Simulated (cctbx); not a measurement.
# Interatomic vectors of Ca2MgCuRhO6

Space group C2/c (no. 15), a = 8.8370 Å, b = 9.0420 Å, c = 6.3410 Å, α = 90.00°, β = 91.77°, γ = 90.00°, content Rh4 Cu4 Ca8 Mg4 O24.

Simulated single-crystal data (cctbx): Ga Kα, λ = 1.3414 Å, to d = 0.83 Å, 80 % of the full sphere, strongest reflection 40000 counts, noise from counting, a 4 % proportional error and a noise floor of 15 counts (s.d.); no absorption, some extinction.

Patterson synthesis, origin scaled to 1000:

```text
Patterson group C 1 2/m 1
      u       v       w   height  length (A)
  0.000   0.000   0.000   1000.0     0.00
  0.000   0.500   0.500    579.8     5.52
  0.250   0.049   0.250    290.9     2.72
  0.063   0.320   0.113    204.8     3.03
  0.062   0.179   0.613    203.1     3.00
  0.184   0.276   0.138    129.1     3.09
  0.249   0.149   0.750    105.5     3.06
  0.000   0.167   0.500    105.2     3.51
  0.188   0.125   0.640     98.1     3.08
  0.037   0.069   0.305     89.1     2.05
  0.000   0.379   0.500     86.5     4.67
  0.200   0.391   0.452     70.7     4.85
  0.190   0.500   0.627     70.3     5.40
  0.131   0.500   0.716     68.7     5.02
```

Q: Assign the vectors.

A peak at u stands for all pairs with xi − xj = u, with weight Σ ZiZj against Σ Z² = 16776 at the origin. Peak heights follow these weights only roughly, since form factors, motion and series ripples differ, all vectors within 0.55 Å of a peak are counted as merged into it though the farther ones add only part of their weight, and F(000) is left out, which lowers the whole map:

| u | v | w | shortest length (Å) | height | 1000 ΣZiZj/ΣZ² | pairs in the cell |
| --- | --- | --- | --- | --- | --- | --- |
| 0.000 | 0.500 | 0.500 | 5.36 | 580 | 483 | 4 × Rh–Rh |
| 0.250 | 0.049 | 0.250 | 2.72 | 291 | 326 | 4 × Rh–Cu, 4 × O–O |
| 0.063 | 0.320 | 0.113 | 3.03 | 205 | 222 | 4 × Rh–Ca, 2 × O–O |
| 0.062 | 0.179 | 0.613 | 3.00 | 203 | 222 | 4 × Rh–Ca, 2 × O–O |
| 0.184 | 0.276 | 0.138 | 3.09 | 129 | 196 | 4 × Cu–Ca, 4 × Ca–Mg |
| 0.249 | 0.149 | 0.750 | 3.06 | 106 | 129 | 4 × Rh–Mg |
| 0.000 | 0.167 | 0.500 | 3.51 | 105 | 211 | 4 × Ca–Ca, 4 × Cu–Mg, 2 × Mg–Mg, 4 × O–O |
| 0.188 | 0.125 | 0.640 | 3.08 | 98 | 138 | 4 × Cu–Ca |
| 0.037 | 0.069 | 0.305 | 2.05 | 89 | 179 | 4 × Rh–O, 4 × Cu–O, 4 × Ca–O |
| 0.000 | 0.379 | 0.500 | 4.67 | 86 | 192 | 2 × Cu–Cu, 8 × Ca–O, 4 × O–O |

The table stops at ten peaks or at a height of 45, below which ripples compete. In the model behind the data Rh, the heaviest element, has 1 independent site: (1/4, 3/4, 0), up to an allowed shift of origin; the Rh–Rh vectors are differences of these positions and their symmetry mates. The whole model:

| atom | mult. | x | y | z | Ueq (Å²) |
| --- | --- | --- | --- | --- | --- |
| Rh1 | 4 | 1/4 | 3/4 | 0 | 0.0066 |
| Cu1 | 4 | 1/2 | 0.1994 | 3/4 | 0.0077 |
| Ca1 | 8 | 0.3116 | 0.0719 | 0.1117 | 0.0089 |
| Mg1 | 4 | 1/2 | 0.6000 | 3/4 | 0.0123 |
| O1 | 8 | 0.1400 | 0.9297 | 0.9313 | 0.0131 |
| O2 | 8 | 0.4437 | 0.8476 | 0.9556 | 0.0151 |
| O3 | 8 | 0.7154 | 0.1834 | 0.7054 | 0.0128 |

The model is made up (kin elements in a known structure type, no relaxation), so it says nothing on whether the phase exists.

[Logs are printed without paths, hosts, clocks, repeated set-up lines and the standing remarks that a program may print on its own settings, such as how far it seeks lower states.]
